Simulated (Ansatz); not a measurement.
# Ba on Mo(100): change of the work function, part 4 of 4

How does Ba on the hollow site change the work function of Mo(100) as the layer fills?

Ansatz 0.2.0; plane-wave DFT, PBE, Ansatz PAW.

So far, work function, upper face (eV): step 2 (the clean slab) 3.83; step 3 (37 atoms, coverage 0.111 ML, cell 3x3) 2.75; step 4 (17 atoms, coverage 0.25 ML, cell 2x2) 2.06.

## Step 5: Adsorbate added, k-mesh 6×6×1, coverage 0.5 ML

System of this step: Ba/Mo(100). The cell holds 18 atoms: 16 Mo and 2 Ba. Cell: a = 6.300 Å, b = 6.300 Å, c = 25.678 Å, α = 90.0°, β = 90.0°, γ = 90.0°. Vacuum lies along c.

Another coverage, to see how the dipoles act on each other as their distance changes.

File input.yaml:

```yaml
crystal:
  lattice:
    - [6.3, 0.0, 0.0]
    - [0.0, 6.3, 0.0]
    - [0.0, 0.0, 25.6784580857]
  atoms:
    - { symbol: Mo, position: [0.25, 0.25, 0.3504883342] }
    - { symbol: Mo, position: [0.0, 0.0, 0.4118237927] }
    - { symbol: Mo, position: [0.25, 0.25, 0.4757673454] }
    - { symbol: Mo, position: [0.0, 0.0, 0.5295814971] }
    - { symbol: Mo, position: [0.25, 0.75, 0.3504883342] }
    - { symbol: Mo, position: [0.0, 0.5, 0.4118237927] }
    - { symbol: Mo, position: [0.25, 0.75, 0.4757673454] }
    - { symbol: Mo, position: [0.0, 0.5, 0.5295814971] }
    - { symbol: Mo, position: [0.75, 0.25, 0.3504883342] }
    - { symbol: Mo, position: [0.5, 0.0, 0.4118237927] }
    - { symbol: Mo, position: [0.75, 0.25, 0.4757673454] }
    - { symbol: Mo, position: [0.5, 0.0, 0.5295814971] }
    - { symbol: Mo, position: [0.75, 0.75, 0.3504883342] }
    - { symbol: Mo, position: [0.5, 0.5, 0.4118237927] }
    - { symbol: Mo, position: [0.75, 0.75, 0.4757673454] }
    - { symbol: Mo, position: [0.5, 0.5, 0.5295814971] }
    - { symbol: Ba, position: [0.25, 0.25, 0.6495116658] }
    - { symbol: Ba, position: [0.75, 0.75, 0.6495116658] }
kpoints:
  mp_grid: { grid: [6, 6, 1] }
hamiltonian:
  xc: pbe
scf:
  occupations: { method: fermi_dirac, width: 0.1 }
  convergence: { dr2_threshold: 1.0e-08 }
efield:
  axis: 3
  dipole_correction: true
  ramp_position: 0.97
  ramp_width: 0.06
relax:
  f_tol: 0.02
  max_steps: 60
  constraints: [{ sites: [0, 1, 4, 5, 8, 9, 12, 13] }]
output:
  dos: { projected: true, e_range: [-8, 4] }
  write_potential: true
  write_density: true
  volumetric_format: npy
  elf: true
```

Run with:

```console
$ ansatz run input.yaml --threads 4 --pin off --max-ram 16384MiB --backend cpu --events-out ev --progress --plain --runs-dir out
```

Numbers of over 12 decimals in the logs are rounded to 6 here.

The log of the run:

```text
[...]
Crystal: 18 atoms, lattice volume = 1019.178 Å³
Basis set: ecut = 420 eV, 19937 PW (Γ), exchange–correlation on 90×90×360 points (8 copies of the dense FFT grid, shifted against one another)
Bands: 147, of which v1, the nominal top of the filled ones, is band 122 counted from 1 (121 counted from 0)
Symmetry: 16 space group operations
[...]
- { symbol: Mo, position: [0.750000, 0.750000, 0.350488] }
    - { symbol: Mo, position: [0.500000, 0.500000, 0.411824] }
    - { symbol: Mo, position: [0.750000, 0.750000, 0.476268] }
    - { symbol: Mo, position: [0.500000, 0.500000, 0.530123] }
    - { symbol: Ba, position: [0.250000, 0.250000, 0.624405] }
    - { symbol: Ba, position: [0.750000, 0.750000, 0.624405] }
[key lines of the parts left out:]
SCF converged after 8 iterations
Free energy (F): -91181.258862 eV
Fermi energy:    3.945426 eV
Dipole field:    D = 0.065789 V/Å  (p = 0.370548 e·Å, saw-weighted, corrected)
Work function:   Φ+ = 2.1755 eV   Φ− = 3.8648 eV
```

Wall time 6.7 min (4 threads of Arm Neoverse V1, shared host); peak memory 3.7 GiB; 26 min of CPU time.

Relaxation path:

```csv
step,energy less that of the first step (eV),largest force component (eV/Å)
1,0.0000,0.8097
2,-0.3205,0.7055
3,-0.5693,0.4694
4,-0.6927,0.1554
5,-0.7025,0.0554
6,-0.7034,0.0259
7,-0.7039,0.0033
```

The run keeps the 16 symmetry operations that it works with, so distortions that break them were not tested.

The atoms that moved most (Å):

```csv
atom,dx,dy,dz,length
Ba18,0.000,0.000,-0.645,0.645
Ba17,0.000,0.000,-0.645,0.645
Mo7,0.000,0.000,-0.023,0.023
Mo11,0.000,0.000,-0.023,0.023
Mo12,0.000,0.000,0.014,0.014
Mo16,0.000,0.000,0.014,0.014
Mo8,0.000,0.000,0.014,0.014
Mo4,0.000,0.000,0.014,0.014
```

Final coordinates:

```xyz
18
Lattice="6.3000 0.0000 0.0000 0.0000 6.3000 0.0000 0.0000 0.0000 25.6785" Properties=species:S:1:pos:R:3
Mo    1.5750    1.5750    9.0000
Mo    0.0000    0.0000   10.5750
Mo    1.5750    1.5750   12.2298
Mo    0.0000    0.0000   13.6127
Mo    1.5750    4.7250    9.0000
Mo    0.0000    3.1500   10.5750
Mo    1.5750    4.7250   12.1943
Mo    0.0000    3.1500   13.6127
Mo    4.7250    1.5750    9.0000
Mo    3.1500    0.0000   10.5750
Mo    4.7250    1.5750   12.1943
Mo    3.1500    0.0000   13.6127
Mo    4.7250    4.7250    9.0000
Mo    3.1500    3.1500   10.5750
Mo    4.7250    4.7250   12.2298
Mo    3.1500    3.1500   13.6127
Ba    1.5750    1.5750   16.0338
Ba    4.7250    4.7250   16.0338
```

Running mean over 1.575 Å of the planar mean; the ramp of the sawtooth is left out. Table of electron's electrostatic potential energy less the Fermi level by z:

z (Å), electron's electrostatic potential energy less the Fermi level (eV) and a bar from the least value:
```
      3.0        3.9 ##############################
      3.5        3.9 ##############################
      4.0        3.9 ##############################
      4.5        3.9 ##############################
      5.0        3.9 ##############################
      5.5        3.8 ##############################
      6.0        3.8 ##############################
      6.5        3.6 ##############################
      7.0        3.1 #############################
      7.5        1.6 ##########################
      8.0       -2.5 ###################
      8.5       -8.1 ##########
      9.0      -11.4 #####
      9.5      -12.1 ####
     10.0      -12.3 ###
     10.5      -12.3 ###
     11.0      -12.1 ###
     11.5      -12.1 ####
     12.0      -12.7 ###
     12.5      -13.9 #
     13.0      -14.2 
     13.5      -12.8 ##
     14.0       -9.5 ########
     14.5       -4.9 ###############
     15.0       -2.6 ###################
     15.5       -3.8 #################
     16.0       -5.2 ###############
     16.5       -4.4 ################
     17.0       -2.2 ####################
     17.5        0.1 ########################
     18.0        1.3 ##########################
     18.5        1.8 ###########################
     19.0        2.0 ###########################
     19.5        2.1 ###########################
     20.0        2.1 ###########################
     20.5        2.2 ###########################
     21.0        2.2 ###########################
     21.5        2.2 ###########################
     22.0        2.2 ###########################
     22.5        2.2 ###########################
```

The relaxation took 7 steps and lowered the energy by 0.70 eV; the largest force on the free atoms ends at 0.0033 eV/Å.

The covered face has 2.18 eV, -1.65 eV against the clean one; the bare back face has moved by +0.00 eV, a measure of how thin the slab is.

## Step 6: Work function against coverage

This step: plane-wave DFT, PBE, Ansatz PAW; work function against coverage (Ansatz 0.2.0).

The runs are now put side by side.

This step gave:

| Property | Result |
| --- | --- |
| work function of the clean face | 3.830 eV |
| largest change of the work function | -1.767 eV |

The work function of the covered face by coverage:

```csv
coverage (adsorbates/nm²),work function of the covered face (eV)
0.00,3.83
1.12,2.75
2.52,2.06
5.04,2.18
```

The dipole per adsorbate comes from the change of the cell's dipole. Coverage, by row:

```csv
coverage (1/nm²),coverage (ML),work function (eV),change (eV),"dipole per adsorbate, positive end outwards (debye)",mean height of the added atoms over the highest substrate atom (Å)
1.12,0.1111,2.75,-1.08,2.597,2.292
2.52,0.25,2.063,-1.767,1.875,2.384
5.039,0.5,2.175,-1.655,0.874,2.421
```

## Step 7: Outcome

```
work function of the clean face                        : 3.83 eV
work function at 0.11 ML                               : 2.75 eV
work function at 0.25 ML                               : 2.06 eV
work function at 0.5 ML                                : 2.18 eV
dipole per adsorbate at 0.11 ML, positive end outwards : 2.60 D
```

Ba lowers the work function of Mo(100) at the lowest coverage, by 1.08 eV: the adsorbate layer has its positive end outwards. The dipole per adsorbate falls from 2.60 to 0.87 D as the layer fills. Neighbouring dipoles depolarise each other, and heights and bonding change with coverage too. The work function passes a minimum near 0.25 ML among the coverages run and rises again. The slab has 4 layers, at the tabulated experimental lattice constant, one starting site was run, and quantum-size effects of a slab this thin can reach one or two tenths of an eV.

[Logs are printed without paths, hosts, clocks, repeated set-up lines and the standing remarks that a program may print on its own settings, such as how far it seeks lower states.]

[Hosts, paths, dates, database ids (printed as entryN), source tags and the programs' standing remarks are cut or masked in the printed files.]

[Maps of the electrostatic potential energy from Ansatz leave out the sawtooth potential of an applied field or a dipole correction, so their vacuum need not be flat; planar profiles and work functions include it.]
